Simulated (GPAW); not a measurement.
## P K ELNES/XANES of zinc-blende (GaP)₁₋ₓ(InP)ₓ at x = 0 from DFT

What does the P K edge look like in zinc-blende (GaP)₁₋ₓ(InP)ₓ at x = 0?

Main program and level: GPAW 26.7.0; X-ray absorption from dipole matrix elements to empty bands, plane-wave PAW PBE.

**1. The starting structure**

The structure is cubic, space group F-43m (No. 216). Conventional cell: a = 5.451 Å, b = 5.451 Å, c = 5.451 Å, α = 90.00°, β = 90.00°, γ = 90.00°. Ga has 4 P at 2.36 Å nearest. Nearest to P lie 4 Ga at 2.36 Å. 16-atom zinc-blende cell, 0 of 8 Ga sites taken by In at random, lattice constants typed for the ends and interpolated (Vegard). Farther neighbours are not listed.

Structure file:

```xyz
16
Lattice="0.0000 5.4510 5.4510 5.4510 0.0000 5.4510 5.4510 5.4510 0.0000" Properties=species:S:1:pos:R:3 pbc="T T T"
Ga    0.0000    0.0000    0.0000
P     1.3627    1.3627    1.3627
Ga    2.7255    2.7255    0.0000
P     4.0882    4.0882    1.3627
Ga    2.7255    0.0000    2.7255
P     4.0882    1.3627    4.0882
Ga    5.4510    2.7255    2.7255
P     6.8137    4.0882    4.0882
Ga    0.0000    2.7255    2.7255
P     1.3627    4.0882    4.0882
Ga    2.7255    5.4510    2.7255
P     4.0882    6.8137    4.0882
Ga    2.7255    2.7255    5.4510
P     4.0882    4.0882    6.8137
Ga    5.4510    5.4510    5.4510
P     6.8137    6.8137    6.8137
```

**2. Ground state of the crystal**

A plain self-consistent run shows whether there is a gap, which decides the set-up of the core-hole run.

The input, scf.py:

```python
import numpy as np
from ase import Atoms
from ase.parallel import parprint, paropen
from gpaw import GPAW, PW, FermiDirac, Mixer, MixerDif, setup_paths
from gpaw.test import gen
setup_paths.insert(0, '.')
gen('P', name='nch1s', xcname='PBE', corehole=(1, 0, 0), write_xml=True)
from gpaw.mpi import world
world.barrier()

atoms = Atoms('GaPGaPGaPGaPGaPGaPGaPGaP',
    cell=[[0, 5.451, 5.451],
     [5.451, 0, 5.451],
     [5.451, 5.451, 0]],
    scaled_positions=[[0, 0, 0],
     [0.125, 0.125, 0.125],
     [0, 0, 0.5],
     [0.125, 0.125, 0.625],
     [0, 0.5, 0],
     [0.125, 0.625, 0.125],
     [0, 0.5, 0.5],
     [0.125, 0.625, 0.625],
     [0.5, 0, 0],
     [0.625, 0.125, 0.125],
     [0.5, 0, 0.5],
     [0.625, 0.125, 0.625],
     [0.5, 0.5, 0],
     [0.625, 0.625, 0.125],
     [0.5, 0.5, 0.5],
     [0.625, 0.625, 0.625]],
    pbc=True)
atoms.calc = calc = GPAW(legacy_gpaw=True, mode=PW(400, force_complex_dtype=True), xc='PBE', setups={1: 'nch1s'},
    kpts={'size': (4, 4, 4), 'gamma': True}, occupations=FermiDirac(0.05),
    charge=0, mixer=Mixer(0.1, 5, 50), maxiter=150,
    convergence={'density': 0.0001, 'eigenstates': 1e-6}, txt='scf.txt')
energy = atoms.get_potential_energy() + calc.get_reference_energy()
ef = calc.get_fermi_level()
out = dict(energy=energy, fermi=ef, forces=atoms.get_forces().tolist())
parprint(f'all-electron energy {energy:.4f} eV, Fermi level {ef:.4f} eV')
ev = np.array([[calc.get_eigenvalues(k, s) for k in range(len(calc.get_ibz_k_points()))] for s in range(calc.get_number_of_spins())])
out['homo'], out['lumo'], out['counts'] = ev[ev < ef].max(), ev[ev > ef].min(), sorted(set((ev < ef).sum((0, 2)).tolist()))
out['filled'] = (ev[:, 0] < ef).sum(1).tolist()
import json
with paropen('out.json', 'w') as f:
    json.dump(out, f)
```

Launch:

```bash
OMP_NUM_THREADS=1 mpirun -n 4 gpaw python scf.py
```

Numbers of over 12 decimals in the logs are rounded to 6 here.

Log:

```text
Input parameters:
  convergence: {density: 0.0001,
                eigenstates: 1e-06}
  kpts: {gamma: True,
         size: (4, 4, 4)}
  maxiter: 150
  mixer: {backend: pulay,
          beta: 0.1,
          method: separate,
          nmaxold: 5,
          weight: 50}
  mode: {ecut: 400.0,
         force_complex_dtype: True,
         name: pw}
  occupations: {fixmagmom: False,
                name: fermi-dirac,
                width: 0.05}
  setups: {1: nch1s}
  xc: PBE

Initialize ...

[... PAW data sets ...]

Reference energy: -497500.681766  # eV

Spin-paired calculation

[... convergence settings ...]
Symmetries present (total): 6
  [... symmetry matrices ...]

64 k-points: 4 x 4 x 4 Monkhorst-Pack grid + [1/8,1/8,1/8]
13 k-points in the irreducible part of the Brillouin zone
       k-points in crystal coordinates                weights
   0:     0.00000000    0.00000000    0.00000000          1/64
   1:     0.25000000    0.00000000   -0.25000000          6/64
   2:     0.25000000    0.00000000    0.00000000          6/64
   3:     0.25000000    0.25000000   -0.25000000          6/64
   4:     0.25000000    0.25000000    0.00000000          6/64
   5:     0.25000000    0.25000000    0.25000000          2/64
   6:     0.50000000    0.00000000    0.00000000          3/64
   7:     0.50000000    0.25000000   -0.25000000          6/64
   8:     0.50000000    0.25000000    0.00000000         12/64
   9:     0.50000000    0.25000000    0.25000000          6/64
          ...
  12:     0.50000000    0.50000000    0.50000000          1/64

Wave functions: Plane wave expansion
  Cutoff energy: 400.000 eV
  Number of coefficients (min, max): 5862, 5961
  Pulay-stress correction: 0.000000 eV/Ang^3 (de/decut=0.000000)
  Using FFTW library
  Wavefunction extrapolation:
    Improved wavefunction reuse through dual PAW basis

Occupation numbers: Fermi-Dirac:
  width: 0.0500  # eV

Eigensolver
   Davidson(niter=2)

Densities:
  Coarse grid: 36*36*36 grid
  Fine grid: 72*72*72 grid
  Total Charge: 0.000000

Density mixing:
  Method: separate
  Backend: pulay
  Linear mixing parameter: 0.1
  old densities: 5
  Width of damping distribution: 1.1
  Damping of long wavelength oscillations: 50

[... Hamiltonian set-up ...]
Number of atoms: 16
Number of atomic orbitals: 64
Number of bands in calculation: 43
Number of valence electrons: 64
Bands to converge: occupied

... initialized

Initializing position-dependent things.

Density initialized from atomic densities
Creating initial wave functions:
  43 bands from LCAO basis set

                             P
                    P
                        Ga
                      P
                Ga
             P    Ga       P

         Ga       P    Ga
                    P
              Ga
            P
                Ga
       Ga

Atomic positions and initial magnetic moments

Positions:
   0 Ga     0.000000    0.000000    0.000000    ( 0.0000,  0.0000,  0.0000)
   1 P      1.362750    1.362750    1.362750    ( 0.0000,  0.0000,  0.0000)
   2 Ga     2.725500    2.725500    0.000000    ( 0.0000,  0.0000,  0.0000)
   3 P      4.088250    4.088250    1.362750    ( 0.0000,  0.0000,  0.0000)
   4 Ga     2.725500    0.000000    2.725500    ( 0.0000,  0.0000,  0.0000)
   5 P      4.088250    1.362750    4.088250    ( 0.0000,  0.0000,  0.0000)
   6 Ga     5.451000    2.725500    2.725500    ( 0.0000,  0.0000,  0.0000)
[...]
13 P      4.088250    4.088250    6.813750    ( 0.0000,  0.0000,  0.0000)
  14 Ga     5.451000    5.451000    5.451000    ( 0.0000,  0.0000,  0.0000)
  15 P      6.813750    6.813750    6.813750    ( 0.0000,  0.0000,  0.0000)

Unit cell:
           periodic     x           y           z      points  spacing
  1. axis:    yes    0.000000    5.451000    5.451000    36     0.1748
  2. axis:    yes    5.451000    0.000000    5.451000    36     0.1748
  3. axis:    yes    5.451000    5.451000    0.000000    36     0.1748

  Lengths:   7.708878   7.708878   7.708878
  Angles:   60.000000  60.000000  60.000000

Effective grid spacing dv^(1/3) = 0.1908

iter:   1   -73.641799
iter:   2   -73.179385   -1.59  -0.81
iter:   3   -72.352284   -1.42  -0.87
iter:   4   -72.306727   -2.86  -1.31
iter:   5   -72.340005   -2.26  -1.40
iter:   6   -72.295955   -2.92  -1.78
iter:   7   -72.310438   -3.31  -2.22
iter:   8   -72.290630c  -3.44  -1.98
iter:   9   -72.290949c  -4.42  -3.28
iter:  10   -72.290990c  -5.47  -2.96
iter:  11   -72.290831c  -6.05c -2.94
iter:  12   -72.290766c  -5.89  -3.18
iter:  13   -72.290764c  -6.76c -3.72
iter:  14   -72.290763c  -6.98c -3.89
iter:  15   -72.290763c  -7.80c -4.04c

Converged after 15 iterations.

Dipole moment: (-24.193360, -24.193360, -24.193360) |e|*Ang

Energy contributions relative to reference atoms: (reference = -497500.681766)

Kinetic:       +196.522423
Potential:     -172.496585
External:        +0.000000
XC:             -96.417388
Entropy (-ST):   -0.000000
Local:           +0.100786
SIC:             +0.000000
--------------------------
Free energy:    -72.290763
Extrapolated:   -72.290763

Showing only first 2 kpts
 Kpt  Band  Eigenvalues  Occupancy
  0    30      4.95078    2.00000
  0    31      4.95078    2.00000
  0    32      6.61983    0.00000
  0    33      6.61983    0.00000

  1    30      3.60698    2.00000
  1    31      4.68457    2.00000
  1    32      7.16770    0.00000
  1    33      7.72945    0.00000

Fermi level: 5.75563

Gap: 1.669 eV
Transition (v -> c):
  (s=0, k=0, n=31, [0.00, 0.00, 0.00]) -> (s=0, k=0, n=32, [0.00, 0.00, 0.00])
No difference between direct/indirect transitions

Forces in eV/Ang:
  0 Ga   -0.00000   -0.00000   -0.00000
  1 P     0.00000    0.00000    0.00000
  2 Ga   -0.00002   -0.00002    0.00000
  3 P     0.00001    0.00001    0.00006
  4 Ga   -0.00002    0.00000   -0.00002
  5 P     0.00001    0.00006    0.00001
  6 Ga   -0.00001   -0.00000   -0.00000
[...]
13 P    -0.00000   -0.00000   -0.00004
 14 Ga   -0.00001   -0.00001   -0.00001
 15 P     0.00000    0.00000    0.00000
Scalar-relativistic atomic PBE calculation for P (Phosphorus, Z=15)
Core hole in 1s state (1s occupation: 2.0)
450 radial gridpoints.
|------------------------------------------------|
|------------------------------------------------|
[... the atom generator's iteration count ...]

Energy contributions:
-------------------------
Kinetic:     +342.906436
XC:           -22.991824
Potential:   -661.790396
-------------------------
Total:       -341.875784

state      eigenvalue         ekin         rmax
-----------------------------------------------
1s^2.0 :   -76.579645   106.980195        0.068
2s^2.0 :    -6.393391    15.726762        0.419
2p^6.0 :    -4.575064    14.823216        0.354
3s^2.0 :    -0.513310     2.126100        1.575
3p^3.0 :    -0.202354     1.433676        1.835
-----------------------------------------------
(units: Bohr and Hartree)

Generating PAW setup
Kinetic energy of the core from tauc = 335.182992
Cutoffs:
rc(s)=1.800
rc(p)=1.800
rc(d)=1.800
rc(vbar)=1.620
rc(comp)=1.800
rc(nct)=1.800

Kinetic energy of the core states: 334.353209
Charge: 0.0
Core electrons: 10.0
Valence electrons: 5.0
Pseudo-core charge: 0.177519
Shape function alpha=3.086
Pseudo-electron charge 5.446445
state    eigenvalue         norm
--------------------------------
3s(2) :    -0.513310     1.123125
*s    :     0.486690
3p(3) :    -0.202354     1.007558
*p    :     0.797646
*d    :     0.000000
--------------------------------

Diagonalizing with gridspacing h=0.050

state   all-electron     PAW
-------------------------------
3s:      -0.513310    -0.513614
3p:      -0.202354    -0.202609
*d:                    0.037583
*f:                    0.071811
-------------------------------
all-electron energy -497572.9725 eV, Fermi level 5.7556 eV
```

Wall time 35 s (4 MPI ranks of Arm Neoverse V1, shared host); peak memory 0.29 GiB.

The mesh shows a gap of 1.67 eV. The excited electron is kept all the same, so that all members of the series, with or without a gap, are treated alike.

**3. Cell without a hole, the energy reference**

The photon energy needs a difference of total energies, so the cell and mesh of the coming hole run are first run without a hole.

scf.py, as its differences from that of step 2:

```diff
@@ -32,3 +32,3 @@
 atoms.calc = calc = GPAW(legacy_gpaw=True, mode=PW(400, force_complex_dtype=True), xc='PBE', setups={1: 'nch1s'},
-    kpts={'size': (4, 4, 4), 'gamma': True}, occupations=FermiDirac(0.05),
+    kpts={'size': (3, 3, 3), 'gamma': True}, occupations=FermiDirac(0.02),
     charge=0, mixer=Mixer(0.1, 5, 50), maxiter=150,
```

Log:

```text
Input parameters:
  convergence: {density: 0.0001,
                eigenstates: 1e-06}
  kpts: {gamma: True,
         size: (3, 3, 3)}
  maxiter: 150
  mixer: {backend: pulay,
          beta: 0.1,
          method: separate,
          nmaxold: 5,
          weight: 50}
  mode: {ecut: 400.0,
         force_complex_dtype: True,
         name: pw}
  occupations: {fixmagmom: False,
                name: fermi-dirac,
[...]
3s(2) :    -0.513310     1.123125
*s    :     0.486690
3p(3) :    -0.202354     1.007558
*p    :     0.797646
*d    :     0.000000
--------------------------------

Diagonalizing with gridspacing h=0.050

state   all-electron     PAW
-------------------------------
3s:      -0.513310    -0.513614
3p:      -0.202354    -0.202609
*d:                    0.037583
*f:                    0.071811
-------------------------------
all-electron energy -497572.8638 eV, Fermi level 5.4257 eV
[key lines of the parts left out:]
Converged after 15 iterations.
Dipole moment: (-24.161164, -24.161164, -24.161164) |e|*Ang
Free energy:    -72.182036
Fermi level: 5.42568
```

Wall time 17 s (4 MPI ranks); peak memory 0.24 GiB.

Reference energy: -497572.864 eV with the cores included.

(Part 1 of 2 ends here.)

[Banner, clock and machine lines of the logs are left out without a mark of their own.]

[Logs are printed without paths, hosts, clocks, repeated set-up lines and the standing remarks that a program may print on its own settings, such as how far it seeks lower states.]

[Hosts, paths, dates, database ids (printed as entryN), source tags and the programs' standing remarks are cut or masked in the printed files.]

[Lists of maxima count a maximum above −3 eV only where it reaches 4 % of the highest in the window and stands out from its surroundings by 2 % of it (1.5 % where it reaches 55 %); shoulders and weaker maxima are passed over, and of the rest the first, up to two pre-edge ones and the few strongest are named.]
